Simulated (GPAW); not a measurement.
## Si/Ru(0001): work function by functional and basis

Aim: the work function of both faces of Si/Ru(0001), and its spread over functionals and bases.

Calculated with GPAW 26.7.0; GPAW, PAW setups; slab in vacuum, relaxation, in the first sound run; inputs show where later runs differ.

**1. The structure**

The cell holds 5 atoms: 4 Ru and 1 Si. Cell: a = 2.700 Å, b = 2.700 Å, c = 25.114 Å, α = 90.0°, β = 90.0°, γ = 60.0°. Vacuum lies along c.

**2. Relaxing the atoms**

Forces are removed first; all later runs use this geometry. The lowest 2 atoms are held at bulk positions and keep their forces.

File run.py:

```python
import json
import numpy as np
from ase import Atoms
from ase.constraints import FixAtoms
from ase.optimize import BFGS
from gpaw import GPAW, PW

slab = Atoms(
    ['Ru', 'Ru', 'Ru', 'Ru', 'Si'],
    positions=[
        [2.70000, 1.55885, 8.00000],
        [0.00000, 0.00000, 10.13840],
        [2.70000, 1.55885, 12.27680],
        [0.00000, 0.00000, 14.41520],
        [0.00000, 0.00000, 17.11370]],
    cell=[[2.7, 0.0, 0.0], [1.35, 2.33827, 0.0], [0.0, 0.0, 25.1137]],
    pbc=[True, True, False])

slab.calc = GPAW(mode=PW(400), xc='PBE', kpts={'size': (13, 13, 1), 'gamma': True},
                 occupations={'name': 'fermi-dirac', 'width': 0.1}, nbands='200%',
                 convergence={'density': 1e-05}, maxiter=200,
                 poissonsolver={'dipolelayer': 'xy'},
                 symmetry={'tolerance': 1e-3, 'extra_ids': [1, 1, 0, 0, 0]}, txt='slab.txt')
result = {}
slab.set_constraint(FixAtoms([0, 1]))
path = []
opt = BFGS(slab, maxstep=0.2)
opt.attach(lambda: path.append((slab.get_potential_energy(), slab.positions.tolist(), slab.get_forces().tolist())))
result['relaxed'] = bool(opt.run(fmax=0.03, steps=40))
result['path'] = path
energy = slab.get_potential_energy()
fermi = slab.calc.get_fermi_level()
v = slab.calc.get_electrostatic_potential().mean((0, 1)) - fermi
n = slab.calc.get_pseudo_density().mean((0, 1))
L = slab.cell[2, 2]
z = np.arange(len(v)) * L / len(v)
low, high = slab.positions[:, 2].min(), slab.positions[:, 2].max()
below, above = np.interp([low - 5.8, high + 5.8], z, v)
slopes = [np.interp(x, z, np.gradient(v, z)) for x in (low - 5.8, high + 5.8)]
eps = np.array([[slab.calc.get_eigenvalues(k, s) for k in range(len(slab.calc.get_ibz_k_points()))]
                for s in range(slab.calc.get_number_of_spins())]) - fermi
top, bottom = eps[eps < 0].max(), eps[eps > 0].min()
dipole = slab.get_dipole_moment()[2]
print(f'energy {energy:.4f} eV, Fermi level {fermi:.4f} eV, dipole {dipole:.5f} e A')
print(f'potential 5.8 A off the faces, from the Fermi level: lower {below:.4f} eV, upper {above:.4f} eV')
print(f'slope of the potential there: lower {slopes[0]:.5f}, upper {slopes[1]:.5f} eV/A')
print(f'nearest levels on the mesh: {top:.4f} and {bottom:.4f} eV')
print('magnetic moment', round(slab.get_magnetic_moment(), 3))
result.update(energy=energy, fermi=fermi, dipole=dipole, below=below, above=above, slopes=slopes, edges=[top, bottom],
              z=z.tolist(), v=v.tolist(), n=n.tolist(), positions=slab.positions.tolist(),
              forces=slab.get_forces(apply_constraint=False).tolist(), moments=slab.get_magnetic_moments().tolist())
json.dump(result, open('result.json', 'w'))
```

Run with:

```console
$ OMP_NUM_THREADS=1 OPENBLAS_NUM_THREADS=1 python run.py
```

Log:

```text
Step          Energy          fmax
BFGS:    0      -40.898839        1.039636
BFGS:    1      -40.921595        0.999206
BFGS:    2      -41.008035        0.999686
BFGS:    3      -41.035764        0.419830
BFGS:    4      -41.042338        0.241192
BFGS:    5      -41.045156        0.305859
BFGS:    6      -41.049739        0.330339
BFGS:    7      -41.059221        0.313334
BFGS:    8      -41.066081        0.364358
BFGS:    9      -41.070172        0.281473
BFGS:   10      -41.071995        0.145351
BFGS:   11      -41.072800        0.071849
BFGS:   12      -41.073014        0.017691
energy -40.9879 eV, Fermi level 2.8235 eV, dipole 0.02310 e A
potential 5.8 A off the faces, from the Fermi level: lower 5.0230 eV, upper 4.3521 eV
slope of the potential there: lower -0.00011, upper 0.00000 eV/A
nearest levels on the mesh: -0.0199 and 0.0027 eV
magnetic moment 0.0
```

Elapsed: 32 min, on 1 thread of Arm Neoverse V1, shared host; peak memory 0.25 GiB.

The steps of the relaxation:

```csv
step,energy less that of the first step (eV),largest force (eV/Å)
1,0.0000,1.0396
2,-0.0226,0.9992
3,-0.1047,0.9997
4,-0.1349,0.4198
5,-0.1409,0.2412
6,-0.1436,0.3059
7,-0.1483,0.3303
8,-0.1587,0.3133
9,-0.1669,0.3644
10,-0.1721,0.2815
11,-0.1745,0.1454
12,-0.1755,0.0718
13,-0.1758,0.0177
```

The atoms that moved most (Å):

```csv
atom,dx,dy,dz,length
Si5,0.000,0.000,-0.289,0.289
Ru4,0.000,0.000,-0.023,0.023
```

The relaxed structure:

```cif
data_structure
_symmetry_space_group_name_H-M 'P 1'
_symmetry_Int_Tables_number 1
_cell_length_a 2.7000
_cell_length_b 2.7000
_cell_length_c 25.1137
_cell_angle_alpha 90.000
_cell_angle_beta 90.000
_cell_angle_gamma 60.000
_cell_volume 158.55
loop_
_atom_site_label
_atom_site_type_symbol
_atom_site_fract_x
_atom_site_fract_y
_atom_site_fract_z
_atom_site_occupancy
Ru1 Ru 0.66667 0.66667 0.31855 1
Ru2 Ru 0.00000 0.00000 0.40370 1
Ru3 Ru 0.66667 0.66667 0.48868 1
Ru4 Ru 0.00000 0.00000 0.57309 1
Si5 Si 0.00000 0.00000 0.66992 1
```

Numbers from this step:

* dipole along the normal: 0.02310 e·Å
* levels nearest the Fermi level on the mesh: -0.01986, 0.002680 eV from the Fermi level
* upper work function: 4.352 eV
* lower work function: 5.023 eV

Electrostatic potential energy of an electron (without an applied field's), less the Fermi level, planar mean against z:

```csv
z (Å),"electrostatic potential energy of an electron (without an applied field's), less the Fermi level, planar mean (eV)"
0.0,4.69
0.5,5.02
1.0,5.02
1.5,5.02
2.0,5.02
2.5,5.02
3.0,5.02
3.5,5.02
4.0,5.02
4.5,5.01
5.0,4.99
5.5,4.91
6.0,4.62
6.5,3.60
7.0,-0.0419
7.5,-12.8
8.0,-27.7
8.5,-13.1
9.0,-1.94
9.5,-8.53
10.0,-26.6
10.5,-19.0
11.0,-3.54
11.5,-5.05
12.0,-22.5
12.5,-24.1
13.0,-6.15
13.5,-3.03
14.0,-17.5
14.5,-26.9
15.0,-9.00
15.5,0.516
16.0,-2.05
16.5,-15.1
17.0,-19.0
17.5,-4.95
18.0,1.83
18.5,3.73
19.0,4.20
19.5,4.32
20.0,4.34
20.5,4.35
21.0,4.35
21.5,4.35
22.0,4.35
22.5,4.35
23.0,4.35
23.5,4.35
24.0,4.35
24.5,4.35
25.0,4.58
```

The pseudo valence density, planar mean oscillates, so the rows of the table below give means over windows of 2.09 Å about each position, cut where the curve ends. Its maxima inside the range that stand out by 2 % of the span (Å: e/Å³): 8.0: 2.65, 10.0: 2.57, 12.3: 2.61, 14.4: 2.65, 17.2: 0.308. Its minima: 9.0: 0.379, 11.3: 0.383, 13.4: 0.381, 15.7: 0.229.

The pseudo valence density, planar mean by z; means over each step:

```csv
z (Å),"pseudo valence density, planar mean (e/Å³)"
3.13,2.7e-5
5.22,0.00541
7.31,0.972
9.40,1.18
11.49,1.17
13.58,1.18
15.67,0.477
17.77,0.164
19.85,0.00201
21.95,5.2e-6
```

The relaxation lowered the energy of the cell by 0.176 eV (energies extrapolated to zero smearing; the optimiser's log prints free energies). The largest force left on a free atom is 0.018 eV/Å.

**3. The slab's potential**

The work function is the vacuum plateau of the electrostatic potential less the Fermi level; a dipole layer lets the two faces have plateaus of their own.

This step: GPAW, PAW setups; slab in vacuum (GPAW 26.7.0).

Changes to run.py since step 2:

```diff
@@ -3,4 +3,2 @@
 from ase import Atoms
-from ase.constraints import FixAtoms
-from ase.optimize import BFGS
 from gpaw import GPAW, PW
@@ -12,5 +10,5 @@
         [0.00000, 0.00000, 10.13840],
-        [2.70000, 1.55885, 12.27680],
-        [0.00000, 0.00000, 14.41520],
-        [0.00000, 0.00000, 17.11370]],
+        [2.70000, 1.55885, 12.27269],
+        [-0.00000, -0.00000, 14.39235],
+        [0.00000, 0.00000, 16.82426]],
     cell=[[2.7, 0.0, 0.0], [1.35, 2.33827, 0.0], [0.0, 0.0, 25.1137]],
@@ -22,10 +20,4 @@
                  poissonsolver={'dipolelayer': 'xy'},
-                 symmetry={'tolerance': 1e-3, 'extra_ids': [1, 1, 0, 0, 0]}, txt='slab.txt')
+                 symmetry={'tolerance': 1e-3}, txt='slab.txt')
 result = {}
-slab.set_constraint(FixAtoms([0, 1]))
-path = []
-opt = BFGS(slab, maxstep=0.2)
-opt.attach(lambda: path.append((slab.get_potential_energy(), slab.positions.tolist(), slab.get_forces().tolist())))
-result['relaxed'] = bool(opt.run(fmax=0.03, steps=40))
-result['path'] = path
 energy = slab.get_potential_energy()
```

Log:

```text
energy -40.9879 eV, Fermi level 2.8236 eV, dipole 0.02328 e A
potential 5.8 A off the faces, from the Fermi level: lower 5.0232 eV, upper 4.3518 eV
slope of the potential there: lower -0.00013, upper 0.00004 eV/A
nearest levels on the mesh: -0.0198 and 0.0027 eV
magnetic moment 0.0
```

The job ended after 3.1 min (1 thread; peak memory 0.24 GiB).

This step gave:

```yaml
dipole_along_the_normal: 0.02328 e·Å
levels_nearest_the_fermi_level_on_the_mesh: -0.01984, 0.002663 eV from the Fermi level
```

The electrostatic potential energy of an electron (without an applied field's), less the Fermi level, planar mean oscillates, so the rows of the table below give means over windows of 2.09 Å about each position, cut where the curve ends. Its maxima inside the range that stand out by 2 % of the span (Å: eV): 9.1: -1.87, 11.2: -2.06, 13.3: -2.20, 15.6: 0.860. Its minima: 8.0: -27.7, 10.2: -28.4, 12.2: -28.3, 14.4: -27.9, 16.8: -21.2.

Table of electrostatic potential energy of an electron (without an applied field's), less the Fermi level, planar mean by z; means over each step:

z (Å), electrostatic potential energy of an electron (without an applied field's), less the Fermi level, planar mean (eV) and a bar from the least value:
```
     1.04        5.0 ##############################
     3.13        5.0 ##############################
     5.22        4.9 ##############################
     7.31       -9.8 ######
     9.40      -13.3 
    11.49      -13.5 
    13.58      -13.5 
    15.67       -7.4 ##########
    17.77       -4.5 ###############
    19.85        4.3 #############################
    21.95        4.4 #############################
    24.03        4.4 #############################
```

The pseudo valence density, planar mean oscillates, so the rows of the table below give means over windows of 2.09 Å about each position, cut where the curve ends. Its maxima inside the range that stand out by 2 % of the span (Å: e/Å³): 8.0: 2.65, 10.0: 2.57, 12.3: 2.61, 14.4: 2.65, 17.2: 0.308. Its minima: 9.0: 0.379, 11.3: 0.383, 13.4: 0.381, 15.7: 0.229.

The pseudo valence density, planar mean by z; means over each step:

```csv
z (Å),"pseudo valence density, planar mean (e/Å³)"
3.13,2.7e-5
5.22,0.00541
7.31,0.972
9.40,1.18
11.49,1.17
13.58,1.18
15.67,0.477
17.77,0.164
19.85,0.00201
21.95,5.2e-6
```

Force by atom:

```csv
atom,x (eV/Å),y (eV/Å),z (eV/Å),size
Ru1,0.000,0.000,0.435,0.435
Ru2,0.000,0.000,-0.441,0.441
Ru3,0.000,0.000,0.003,0.003
Ru4,0.000,0.000,0.017,0.017
Si5,0.000,0.000,-0.016,0.016
```

The potential is flat to 1.3e-4 eV/Å where it is read, so the vacuum is wide enough.

**4. Self-consistent run: xc = "RPBE"**

The same geometry under RPBE, to see how far the functional moves the levels against the vacuum.

Changes to run.py since step 3:

```diff
@@ -16,3 +16,3 @@
 
-slab.calc = GPAW(mode=PW(400), xc='PBE', kpts={'size': (13, 13, 1), 'gamma': True},
+slab.calc = GPAW(mode=PW(400), xc='RPBE', kpts={'size': (13, 13, 1), 'gamma': True},
                  occupations={'name': 'fermi-dirac', 'width': 0.1}, nbands='200%',
```

Log:

```text
energy -38.1506 eV, Fermi level 2.9236 eV, dipole 0.02013 e A
potential 5.8 A off the faces, from the Fermi level: lower 4.8552 eV, upper 4.2743 eV
slope of the potential there: lower -0.00015, upper 0.00005 eV/A
nearest levels on the mesh: -0.0227 and 0.0015 eV
magnetic moment 0.0
```

Wall time 3 min (1 thread); peak memory 0.24 GiB.

This step gave:

| Quantity | Value |
| --- | --- |
| dipole along the normal | 0.02013 e·Å |
| levels nearest the Fermi level on the mesh | -0.02265, 0.001530 eV from the Fermi level |
| upper work function | 4.274 eV |
| lower work function | 4.855 eV |

The electrostatic potential energy of an electron (without an applied field's), less the Fermi level, planar mean oscillates, so the rows of the table below give means over windows of 2.09 Å about each position, cut where the curve ends. Its maxima inside the range that stand out by 2 % of the span (Å: eV): 9.1: -1.96, 11.2: -2.15, 13.3: -2.30, 15.6: 0.785. Its minima: 8.0: -27.8, 10.2: -28.5, 12.2: -28.4, 14.4: -28.0, 16.8: -21.3.

Electrostatic potential energy of an electron (without an applied field's), less the Fermi level, planar mean against z; means over each step:

z (Å), electrostatic potential energy of an electron (without an applied field's), less the Fermi level, planar mean (eV) and a bar from the least value:
```
     1.04        4.8 ##############################
     3.13        4.9 ##############################
     5.22        4.7 ##############################
     7.31       -9.9 ######
     9.40      -13.4 
    11.49      -13.5 
    13.58      -13.5 
    15.67       -7.4 ##########
    17.77       -4.6 ###############
    19.85        4.2 #############################
    21.95        4.3 #############################
    24.03        4.3 #############################
```

The pseudo valence density, planar mean by z:

```csv
z (Å),"pseudo valence density, planar mean (e/Å³)"
4.0,9.9e-5
4.5,3.5e-4
5.0,0.00116
5.5,0.00403
6.0,0.0142
6.5,0.0501
7.0,0.208
7.5,0.963
8.0,2.58
8.5,1.01
9.0,0.379
9.5,0.682
10.0,2.39
10.5,1.49
11.0,0.443
11.5,0.491
12.0,1.85
12.5,2.03
13.0,0.539
13.5,0.431
14.0,1.36
14.5,2.45
15.0,0.704
15.5,0.251
16.0,0.253
16.5,0.283
17.0,0.283
17.5,0.251
18.0,0.101
18.5,0.0282
19.0,0.00676
19.5,0.00163
20.0,4.1e-4
20.5,9.5e-5
```

Force by atom:

```csv
atom,x (eV/Å),y (eV/Å),z (eV/Å),size
Ru1,0.000,0.000,0.225,0.225
Ru2,0.000,0.000,-0.439,0.439
Ru3,0.000,0.000,-0.002,0.002
Ru4,0.000,0.000,0.121,0.121
Si5,0.000,0.000,0.094,0.094
```

The upper face's work function is 4.274 eV, against 4.352 eV in the first plane-wave PBE run at this geometry.

**5. Self-consistent run: xc = "LDA"**

The same geometry under LDA, to see how far the functional moves the levels against the vacuum.

Changes to run.py since step 4:

```diff
@@ -16,3 +16,3 @@
 
-slab.calc = GPAW(mode=PW(400), xc='RPBE', kpts={'size': (13, 13, 1), 'gamma': True},
+slab.calc = GPAW(mode=PW(400), xc='LDA', kpts={'size': (13, 13, 1), 'gamma': True},
                  occupations={'name': 'fermi-dirac', 'width': 0.1}, nbands='200%',
```

Log:

```text
energy -47.1925 eV, Fermi level 2.5578 eV, dipole 0.02949 e A
potential 5.8 A off the faces, from the Fermi level: lower 5.3835 eV, upper 4.5343 eV
slope of the potential there: lower -0.00010, upper 0.00003 eV/A
nearest levels on the mesh: -0.0146 and 0.0057 eV
magnetic moment 0.0
```

Elapsed: 3.1 min, on 1 thread; peak memory 0.24 GiB.

Numbers from this step:

```yaml
dipole_along_the_normal: 0.02949 e·Å
levels_nearest_the_fermi_level_on_the_mesh: -0.01462, 0.005722 eV from the Fermi level
upper_work_function: 4.534 eV
lower_work_function: 5.384 eV
```

The upper face's work function is 4.534 eV, against 4.352 eV in the first plane-wave PBE run at this geometry.

**6. Self-consistent run: xc = "vdW-DF2"**

The same geometry under vdW-DF2, to see how far the functional moves the levels against the vacuum (the van der Waals functionals take revPBE setups).

Changes to run.py since step 5:

```diff
@@ -16,3 +16,3 @@
 
-slab.calc = GPAW(mode=PW(400), xc='LDA', kpts={'size': (13, 13, 1), 'gamma': True},
+slab.calc = GPAW(mode=PW(400), xc='vdW-DF2', kpts={'size': (13, 13, 1), 'gamma': True},
                  occupations={'name': 'fermi-dirac', 'width': 0.1}, nbands='200%',
```

Log:

```text
energy -406.5284 eV, Fermi level 2.7644 eV, dipole 0.02673 e A
potential 5.8 A off the faces, from the Fermi level: lower 5.3113 eV, upper 4.5409 eV
slope of the potential there: lower -0.00030, upper 0.00012 eV/A
nearest levels on the mesh: -0.0395 and 0.0064 eV
magnetic moment 0.0
```

Run time: 4.8 min. Hardware: 1 thread; peak memory 0.37 GiB.

Numbers from this step:

```
dipole along the normal                    : 0.02673 e·Å
levels nearest the Fermi level on the mesh : -0.03952, 0.006421 eV from the Fermi level
upper work function                        : 4.541 eV
lower work function                        : 5.311 eV
```

The upper face's work function is 4.541 eV, against 4.352 eV in the first plane-wave PBE run at this geometry.

**7. Self-consistent run: xc = "revPBE"**

The same geometry under revPBE, to see how far the functional moves the levels against the vacuum.

Changes to run.py since step 6:

```diff
@@ -16,3 +16,3 @@
 
-slab.calc = GPAW(mode=PW(400), xc='vdW-DF2', kpts={'size': (13, 13, 1), 'gamma': True},
+slab.calc = GPAW(mode=PW(400), xc='revPBE', kpts={'size': (13, 13, 1), 'gamma': True},
                  occupations={'name': 'fermi-dirac', 'width': 0.1}, nbands='200%',
```

Log:

```text
energy -38.7326 eV, Fermi level 2.9065 eV, dipole 0.02091 e A
potential 5.8 A off the faces, from the Fermi level: lower 4.8792 eV, upper 4.2759 eV
slope of the potential there: lower -0.00014, upper 0.00005 eV/A
nearest levels on the mesh: -0.0218 and 0.0016 eV
magnetic moment 0.0
```

Run time: 2.9 min. Hardware: 1 thread; peak memory 0.24 GiB.

Numbers from this step:

```yaml
dipole_along_the_normal: 0.02091 e·Å
levels_nearest_the_fermi_level_on_the_mesh: -0.02181, 0.001631 eV from the Fermi level
upper_work_function: 4.276 eV
lower_work_function: 4.879 eV
```

The electrostatic potential energy of an electron (without an applied field's), less the Fermi level, planar mean oscillates, so the rows of the table below give means over windows of 2.09 Å about each position, cut where the curve ends. Its maxima inside the range that stand out by 2 % of the span (Å: eV): 9.1: -1.93, 11.2: -2.13, 13.3: -2.27, 15.6: 0.806. Its minima: 8.0: -27.8, 10.2: -28.5, 12.2: -28.3, 14.4: -28.0, 16.8: -21.3.

Table of electrostatic potential energy of an electron (without an applied field's), less the Fermi level, planar mean by z; means over each step:

z (Å), electrostatic potential energy of an electron (without an applied field's), less the Fermi level, planar mean (eV) and a bar from the least value:
```
     1.04        4.9 ##############################
     3.13        4.9 ##############################
     5.22        4.7 ##############################
     7.31       -9.9 ######
     9.40      -13.4 
    11.49      -13.5 
    13.58      -13.5 
    15.67       -7.4 ##########
    17.77       -4.6 ###############
    19.85        4.2 #############################
    21.95        4.3 #############################
    24.03        4.3 #############################
```

The upper face's work function is 4.276 eV, against 4.352 eV in the first plane-wave PBE run at this geometry.

(Continued in part 2 of 2.)

[Logs are printed without paths, hosts, clocks, repeated set-up lines and the standing remarks that a program may print on its own settings, such as how far it seeks lower states.]

[Hosts, paths, dates, database ids (printed as entryN), source tags and the programs' standing remarks are cut or masked in the printed files.]
